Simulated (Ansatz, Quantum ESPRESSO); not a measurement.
# Al(111), 5 layers, one monolayer of H on top sites: vacuum level and surface dipole, part 3 of 6

How much energy does it take to lift an electron out of Al(111), 5 layers, one monolayer of H on top sites, and how far do the settings matter?

Quantum ESPRESSO 7.5; plane-wave DFT, PBE, GBRV ultrasoft pseudopotentials; geometry and cross-check by Ansatz 0.2.0 with PAW datasets.

So far. Step 4 (Potential by pp.x): The vacuum is flat to 0.1 meV/Å, so its level is well defined. Inside the slab the curve depends on the local part of the pseudopotentials; only the vacuum level has a meaning of its own. Step 5 (Planar and running averages): Where the running mean is not flat inside, average.x's window, rounded to the grid, doesn't match the spacings there.

**6. Valence density**

The density shows how far the electrons spill into the vacuum.

Input file rho.in:

```
&inputpp
  prefix = 'scf'
  outdir = './out'
  filplot = 'rho.dat'
  plot_num = 0
/
```

The run is started by

```sh
OMP_NUM_THREADS=1 mpirun -n 2 pp.x -in rho.in > rho.out
```

The program printed:

```text
[banner, memory and clock lines left out]
Program POST-PROC v.7.5 starts

          URL

     ./out/scf.save/

     IMPORTANT: XC functional enforced from input :
     Exchange-correlation= PBE
                           (   1   4   3   4   0   0   0)
     Any further DFT definition will be discarded
     Please, verify this is what you really want

     negative rho (up, down):  2.750E-04 0.000E+00

     Adding external electric field

     Computed dipole along edir(3) :
        Dipole               -0.1335 Ry au,         -0.3393 Debye
        Dipole field         -0.0012 Ry au,

        Potential amp.        0.1270 Ry
        Total length         51.4364 bohr

     Calling punch_plot, plot_num =   0
     Writing data to file  rho.dat
     Message from routine chdens:
     namelist plot not found or invalid, exiting
```

Run time: 0.97 s. Hardware: 2 MPI ranks of Intel Xeon 6975P-C (Granite Rapids), shared host; peak memory 0.1 GiB; 1.5 s of CPU time.

This step gave:

| Quantity | Value |
| --- | --- |
| electrons by integration | 16.00 e |

The valence density, planar mean oscillates, so the rows of the table below give means over windows of 1 Å about each position, cut where the curve ends. Its maxima inside the range that stand out by 2 % of the span (Å: e/Å³): 8.3: 0.201, 9.9: 0.184, 10.6: 0.196, 11.3: 0.185, 13.0: 0.198, 13.7: 0.183, 14.7: 0.182, 15.3: 0.201, 16.9: 0.196, 17.5: 0.188, 19.0: 0.193. Its minima: 8.6: 0.172, 10.3: 0.173, 11.0: 0.173, 12.6: 0.171, 13.3: 0.175, 14.1: 0.173, 14.9: 0.176, 15.6: 0.176, 17.3: 0.180, 18.0: 0.142.

Mean over planes. Valence density, planar mean against z; means over each step:

```csv
z (Å),"valence density, planar mean (e/Å³)"
3,3.1e-6
4,4.3e-5
5,5.8e-4
6,0.00754
7,0.0676
8,0.174
9,0.177
10,0.180
11,0.184
12,0.179
13,0.182
14,0.178
15,0.185
16,0.184
17,0.189
18,0.161
19,0.170
20,0.0335
21,0.00155
22,6.7e-5
23,3.0e-6
```

Valence density in the ca plane at fractional y = 0.000, with atoms of Al and H within 0.2 Å of it. It is the smooth field of the valence electrons, not physical close to the nuclei.

Ten steps, logarithmic in the rise over the least value, from '0' (0.0 e/Å³) to '9' (1.5 e/Å³), each cell a mean:
```
56455555554455555555657887420000000000000000
55555555555555555555456665310000000000000000
55555555555555555555555443210000000000000000
55555555555555555555554332100000000000000000
55555555555555555555554432100000000000000000
55555555555555555555555554210000000000000000
44455555554555555554456786420000000000000000
78355555544455555547857898521000000000000000
```
Columns run along c (16.0 Å, from fractional 0.37 to 0.93 of the cell), rows up along a (2.9 Å). Atoms in or near the plane, at fractional coordinates: Al at (0.38, 0.00), Al at (0.62, 0.00), H at (0.68, 0.00).

The density integrates to 16.000 electrons, as the 16 of the input ask.

**7. Projected density of states**

Projections on atomic orbitals tell which layers and orbitals hold the states near the zero of energy.

Input file pdos.in:

```
&projwfc
  prefix = 'scf'
  outdir = './out'
  filpdos = 'pdos'
  Emin = -7.666
  Emax = 4.334
  DeltaE = 0.1
  ngauss = 0
  degauss = 0.01
/
```

The run is started by

```sh
OMP_NUM_THREADS=1 mpirun -n 2 projwfc.x -in pdos.in > pdos.out
```

The program printed:

```text
[banner, memory and clock lines left out]
Program PROJWFC v.7.5 starts

          URL

     ./out/scf.save/

     IMPORTANT: XC functional enforced from input :
     Exchange-correlation= PBE
                           (   1   4   3   4   0   0   0)
     Any further DFT definition will be discarded
     Please, verify this is what you really want

     negative rho (up, down):  2.750E-04 0.000E+00

     Adding external electric field

     Computed dipole along edir(3) :
        Dipole               -0.1335 Ry au,         -0.3393 Debye
        Dipole field         -0.0012 Ry au,

        Potential amp.        0.1270 Ry
        Total length         51.4364 bohr

     Gaussian broadening (read from input): ngauss,degauss=   0    0.010000

     Calling projwave ....

  Problem Sizes
  natomwfc =           21
  nbnd     =           12
  nkstot   =           74
  npwx     =         2990
  nkb      =           47

     Atomic states used for projection
     (read from pseudopotential files):

     state #   1: atom   1 (Al ), wfc  1 (l=0 m= 1)
     state #   2: atom   1 (Al ), wfc  2 (l=1 m= 1)
     state #   3: atom   1 (Al ), wfc  2 (l=1 m= 2)
     state #   4: atom   1 (Al ), wfc  2 (l=1 m= 3)
     state #   5: atom   2 (Al ), wfc  1 (l=0 m= 1)
     state #   6: atom   2 (Al ), wfc  2 (l=1 m= 1)
     state #   7: atom   2 (Al ), wfc  2 (l=1 m= 2)
     state #   8: atom   2 (Al ), wfc  2 (l=1 m= 3)
     state #   9: atom   3 (Al ), wfc  1 (l=0 m= 1)
     state #  10: atom   3 (Al ), wfc  2 (l=1 m= 1)
     state #  11: atom   3 (Al ), wfc  2 (l=1 m= 2)
     state #  12: atom   3 (Al ), wfc  2 (l=1 m= 3)
     state #  13: atom   4 (Al ), wfc  1 (l=0 m= 1)
     state #  14: atom   4 (Al ), wfc  2 (l=1 m= 1)
     state #  15: atom   4 (Al ), wfc  2 (l=1 m= 2)
     state #  16: atom   4 (Al ), wfc  2 (l=1 m= 3)
     state #  17: atom   5 (Al ), wfc  1 (l=0 m= 1)
     state #  18: atom   5 (Al ), wfc  2 (l=1 m= 1)
     state #  19: atom   5 (Al ), wfc  2 (l=1 m= 2)
     state #  20: atom   5 (Al ), wfc  2 (l=1 m= 3)
     state #  21: atom   6 (H  ), wfc  1 (l=0 m= 1)

[... projections of each state ...]
Lowdin Charges:

     Atom #   1: total charge =   2.9495, s =  1.0259,
     Atom #   1: total charge =   2.9495, p =  1.9235, pz=  0.5780, px=  0.6728, py=  0.6728,
     Atom #   2: total charge =   2.9513, s =  0.9438,
     Atom #   2: total charge =   2.9513, p =  2.0074, pz=  0.6739, px=  0.6668, py=  0.6668,
     Atom #   3: total charge =   2.9656, s =  0.9298,
     Atom #   3: total charge =   2.9656, p =  2.0358, pz=  0.6849, px=  0.6755, py=  0.6755,
     Atom #   4: total charge =   2.9394, s =  0.9121,
     Atom #   4: total charge =   2.9394, p =  2.0273, pz=  0.6423, px=  0.6925, py=  0.6925,
     Atom #   5: total charge =   2.8829, s =  0.8716,
     Atom #   5: total charge =   2.8829, p =  2.0113, pz=  0.7833, px=  0.6140, py=  0.6140,
     Atom #   6: total charge =   1.0580, s =  1.0580,
     Atom #   6: total charge =   1.0580, p =  0.0000, pz=  0.0000, px=  0.0000, py=  0.0000,
     Spilling Parameter:   0.0158
```

Run time: 1.3 s. Hardware: 2 MPI ranks; peak memory 0.1 GiB.

This step gave:

```
spilling of the projection : 0.0158
```

Projected DOS an atom over height of the atomic layer and energy from the Fermi level. Columns are the atomic layers from the bottom up.

Values in states/eV, 22 rows by 6 columns, each cell a mean:
```
0.458 0.376 0.401 0.426 0.338 0.114
0.600 0.547 0.428 0.510 0.360 0.119
0.410 0.366 0.291 0.281 0.348 0.073
0.371 0.254 0.343 0.227 0.273 0.073
0.482 0.449 0.350 0.382 0.341 0.117
0.509 0.433 0.498 0.419 0.367 0.133
0.410 0.261 0.336 0.258 0.270 0.138
0.408 0.344 0.367 0.382 0.346 0.167
0.371 0.347 0.283 0.387 0.408 0.336
0.346 0.359 0.361 0.344 0.395 0.235
0.438 0.406 0.510 0.434 0.461 0.306
0.376 0.287 0.245 0.249 0.341 0.225
0.333 0.348 0.317 0.334 0.352 0.153
0.351 0.360 0.305 0.336 0.380 0.124
0.320 0.284 0.430 0.335 0.363 0.111
0.210 0.215 0.155 0.196 0.237 0.059
0.394 0.385 0.347 0.373 0.433 0.090
0.218 0.226 0.265 0.233 0.235 0.035
0.179 0.212 0.249 0.230 0.201 0.030
0.298 0.299 0.241 0.261 0.303 0.035
0.157 0.216 0.241 0.228 0.181 0.021
0.172 0.209 0.228 0.215 0.177 0.015
```
Columns: height of the atomic layer (Å) from 8.3 to 19.2 (not evenly spaced); rows upwards: energy from the Fermi level (eV) from -8 to 1.5.

The atomic orbitals miss 1.6 % of the occupied states; for empty states the projections can miss much more.

**8. Ground state: open boundaries by the effective screening medium**

Open boundaries by another road: assume_isolated = 'esm' with bc1, the slab centred on z = 0.

Input file esm.in:

```
&control
  prefix = 'esm'
  outdir = './out'
  pseudo_dir = './pseudo'
  calculation = 'scf'
  tprnfor = .true.
/
&system
  ibrav = 0
  nat = 6
  ntyp = 2
  ecutwfc = 40
  ecutrho = 200
  occupations = 'smearing'
  smearing = 'mv'
  degauss = 0.02
  assume_isolated = 'esm'
  esm_bc = 'bc1'
/
&electrons
  conv_thr = 1e-07
  mixing_beta = 0.4
  electron_maxstep = 120
  mixing_mode = 'local-TF'
/
ATOMIC_SPECIES
  Al  26.9815  al_pbe_v1.uspp.F.UPF
  H   1.0080  h_pbe_v1.4.uspp.F.UPF
CELL_PARAMETERS angstrom
  2.86378246382125 0.00000000000000 0.00000000000000
  1.43189123191063 2.48010836458159 0.00000000000000
  0.00000000000000 0.00000000000000 28.35307436090000
ATOMIC_POSITIONS crystal
  Al  0.666666666667 0.666666666667 -0.191897009100
  Al  0.000000000000 0.000000000000 -0.109427342500
  Al  0.333333333333 0.333333333333 -0.026957675800
  Al  0.666666666667 0.666666666667 0.055658339766
  Al  0.000000000000 -0.000000000000 0.135300118888
  H   0.000000000000 -0.000000000000 0.191897009100
K_POINTS automatic
  12 12 1 0 0 0
```

The run is started by

```sh
OMP_NUM_THREADS=1 mpirun -n 2 pw.x -nk 2 -in esm.in > esm.out
```

The program printed:

```text
[banner, memory and clock lines left out]
Program PWSCF v.7.5 starts
[citation notice left out]

[...]
Message from routine setup:
[...]
bravais-lattice index     =            0
     lattice parameter (alat)  =       5.4118  a.u.
     unit-cell volume          =    1358.9624 (a.u.)^3
     number of atoms/cell      =            6
     number of atomic types    =            2
     number of electrons       =        16.00
     number of Kohn-Sham states=           12
     kinetic-energy cutoff     =      40.0000  Ry
     charge density cutoff     =     200.0000  Ry
     scf convergence threshold =      1.0E-07
     mixing beta               =       0.4000
     number of iterations used =            8  local-TF  mixing
     Exchange-correlation=  SLA  PW   PBX  PBC
                           (   1   4   3   4   0   0   0)

     Effective Screening Medium Method
     Boundary Conditions: Vacuum-Slab-Vacuum
     total charge in unit cell        =   0.0000
     grid points for fit at edges     =        4

[...]
PseudoPot. # 1 for Al read from file:
     ./pseudo/al_pbe_v1.uspp.F.UPF
     Pseudo is Ultrasoft + core correction, Zval =  3.0
     Generated by new atomic code, or converted to UPF format
     Using radial grid of  893 points,  3 beta functions with:
                l(1) =   0
                l(2) =   1
                l(3) =   2
     Q(r) pseudized with  8 coefficients,  rinner =    0.900   0.900   0.900
                                                       0.900   0.900

     PseudoPot. # 2 for H  read from file:
     ./pseudo/h_pbe_v1.4.uspp.F.UPF
     Pseudo is Ultrasoft, Zval =  1.0
     Generated by new atomic code, or converted to UPF format
     Using radial grid of  615 points,  2 beta functions with:
                l(1) =   0
                l(2) =   0
     Q(r) pseudized with  8 coefficients,  rinner =    0.700

     atomic species   valence    mass     pseudopotential
     Al                3.00    26.98150     Al( 1.00)
     H                 1.00     1.00800     H ( 1.00)

      6 Sym. Ops. (no inversion) found

[...]
number of k points=    19  Marzari-Vanderbilt smearing, width (Ry)=  0.0200
[...]
Dense  grid:    64777 G-vectors     FFT dimensions: (  25,  25, 243)

     Smooth grid:    46307 G-vectors     FFT dimensions: (  24,  24, 216)

     Initial potential from superposition of free atoms

     starting charge      15.9877, renormalised to      16.0000

     negative rho (up, down):  1.927E-04 0.000E+00
     Starting wfcs are   21 randomized atomic wfcs

     per-process dynamical memory:    52.4 Mb

     Self-consistent Calculation

     iteration #  1     ecut=    40.00 Ry     beta= 0.40
     Davidson diagonalization with overlap
     ethr =  1.00E-02,  avg # of iterations =  4.9

     negative rho (up, down):  1.562E-04 0.000E+00

     total energy              =     -34.46562219 Ry
     estimated scf accuracy    <       0.37561111 Ry

     iteration #  2     ecut=    40.00 Ry     beta= 0.40
[...]
negative rho (up, down):  3.005E-04 0.000E+00

[...]
total energy              =     -34.55155371 Ry
     estimated scf accuracy    <       0.18622631 Ry

     iteration #  3     ecut=    40.00 Ry     beta= 0.40
[...]
negative rho (up, down):  3.578E-05 0.000E+00

[...]
total energy              =     -34.58768003 Ry
     estimated scf accuracy    <       0.01543528 Ry

     iteration #  4     ecut=    40.00 Ry     beta= 0.40
[...]
c_bands:  3 eigenvalues not converged
     c_bands:  2 eigenvalues not converged
     c_bands:  1 eigenvalues not converged
[...]
negative rho (up, down):  5.429E-06 0.000E+00

[...]
total energy              =     -34.62797596 Ry
     estimated scf accuracy    <       0.02418370 Ry

     iteration #  5     ecut=    40.00 Ry     beta= 0.40
[...]
c_bands:  1 eigenvalues not converged
[...]
total energy              =     -34.62578195 Ry
     estimated scf accuracy    <       0.02074293 Ry

     iteration #  6     ecut=    40.00 Ry     beta= 0.40
[...]
c_bands:  1 eigenvalues not converged
[...]
total energy              =     -34.62592559 Ry
     estimated scf accuracy    <       0.01313849 Ry

[...]
iteration # 27     ecut=    40.00 Ry     beta= 0.40
[...]
c_bands:  1 eigenvalues not converged
[...]
negative rho (up, down):  2.672E-04 0.000E+00

[...]
total energy              =     -34.62565892 Ry
     estimated scf accuracy    <       0.00000135 Ry

     iteration # 28     ecut=    40.00 Ry     beta= 0.40
[...]
c_bands:  1 eigenvalues not converged
[...]
negative rho (up, down):  2.406E-04 0.000E+00

[...]
total energy              =     -34.62566046 Ry
     estimated scf accuracy    <       0.00000045 Ry

     iteration # 29     ecut=    40.00 Ry     beta= 0.40
[...]
negative rho (up, down):  2.470E-04 0.000E+00

[...]
total energy              =     -34.62566224 Ry
     estimated scf accuracy    <       0.00000014 Ry

     iteration # 30     ecut=    40.00 Ry     beta= 0.40
[...]
negative rho (up, down):  2.742E-04 0.000E+00

[...]
End of self-consistent calculation

          k = 0.0000 0.0000 0.0000 (  5891 PWs)   bands (ev):

   -15.8449 -15.2016 -14.0872 -12.5947 -10.9238  -9.1110  -6.8506  -4.4700
    -2.1989  -0.9384  -0.1253   0.7318

          k = 0.0000 0.0962 0.0000 (  5911 PWs)   bands (ev):

   -15.6780 -15.0354 -13.9224 -12.4329 -10.7675  -8.9611  -6.7054  -4.3296
    -2.0543  -0.7780   0.0361   0.8766

[...]
the Fermi energy is    -4.9747 ev

!    total energy              =     -34.62565557 Ry
     estimated scf accuracy    <       0.00000003 Ry
     smearing contrib. (-TS)   =       0.00096714 Ry
     internal energy E=F+TS    =     -34.62662272 Ry

     The total energy is F=E-TS. E is the sum of the following terms:
     one-electron contribution =    1003.14663020 Ry
     hartree contribution      =    -501.01460712 Ry
     xc contribution           =     -22.03221199 Ry
     ewald contribution        =    -514.72643381 Ry

     convergence has been achieved in  30 iterations

     negative rho (up, down):  2.742E-04 0.000E+00

     Forces acting on atoms (cartesian axes, Ry/au):

     atom    1 type  1   force =     0.00000000    0.00000000   -0.00138142
     atom    2 type  1   force =     0.00000000    0.00000000    0.00381970
     atom    3 type  1   force =     0.00000000    0.00000000   -0.00261910
     atom    4 type  1   force =     0.00000000    0.00000000   -0.00013003
     atom    5 type  1   force =     0.00000000    0.00000000    0.00047700
     atom    6 type  2   force =     0.00000000    0.00000000   -0.00026266

     Total force =     0.004865     Total SCF correction =     0.000300

[...]
```

Elapsed: 34 s, on 2 MPI ranks; peak memory 0.25 GiB.

This step gave:

```
free energy                                                    : -471.1060 eV
Fermi energy                                                   : -4.975 eV
vacuum line at the lower end of the cell, over the Fermi level : 4.080 eV
vacuum line at the upper end of the cell, over the Fermi level : 5.870 eV
```

The potential energy, planar mean oscillates, so the rows of the table below give means over windows of 2.33 Å about each position, cut where the curve ends. Its maxima inside the range that stand out by 2 % of the span (Å: eV): -4.3: -0.454, -2.0: -0.420, 0.3: -0.475, 2.7: -0.866. Its minima: -5.5: -14.1, -3.1: -14.1, -0.8: -14.1, 1.6: -14.0, 3.9: -14.2.

Electrostatic potential energy of an electron; zero at the Fermi level. The potential energy, planar mean by z; means over each step:

z (Å), potential energy, planar mean (eV) and a bar from the least value:
```
   -12.95        4.1 ##########################
   -10.62        4.1 ##########################
    -8.29        4.0 #########################
    -5.96       -5.5 ###
    -3.63       -6.7 
    -1.30       -6.7 
     1.03       -6.7 
     3.36       -6.9 
     5.69        3.2 ########################
     8.02        5.9 ##############################
    10.35        5.9 ##############################
    12.68        5.9 ##############################
```

The vacuum levels are read from the outermost 0.7 Å of the cell on either side.

The run needed 30 iterations to bring the estimated error under 1e-07 Ry; the largest force on any atom, held or free, is 0.10 eV/Å.

The upper level is 5.870 eV against 5.871 eV from the periodic run.

(Part 3 of 6 ends here.)

[Logs are printed without paths, hosts, clocks, repeated set-up lines and the standing remarks that a program may print on its own settings, such as how far it seeks lower states.]

[Hosts, paths, dates, database ids (printed as entryN), source tags and the programs' standing remarks are cut or masked in the printed files.]

[Maps of the electrostatic potential energy from Ansatz leave out the sawtooth potential of an applied field or a dipole correction, so their vacuum need not be flat; planar profiles and work functions include it.]
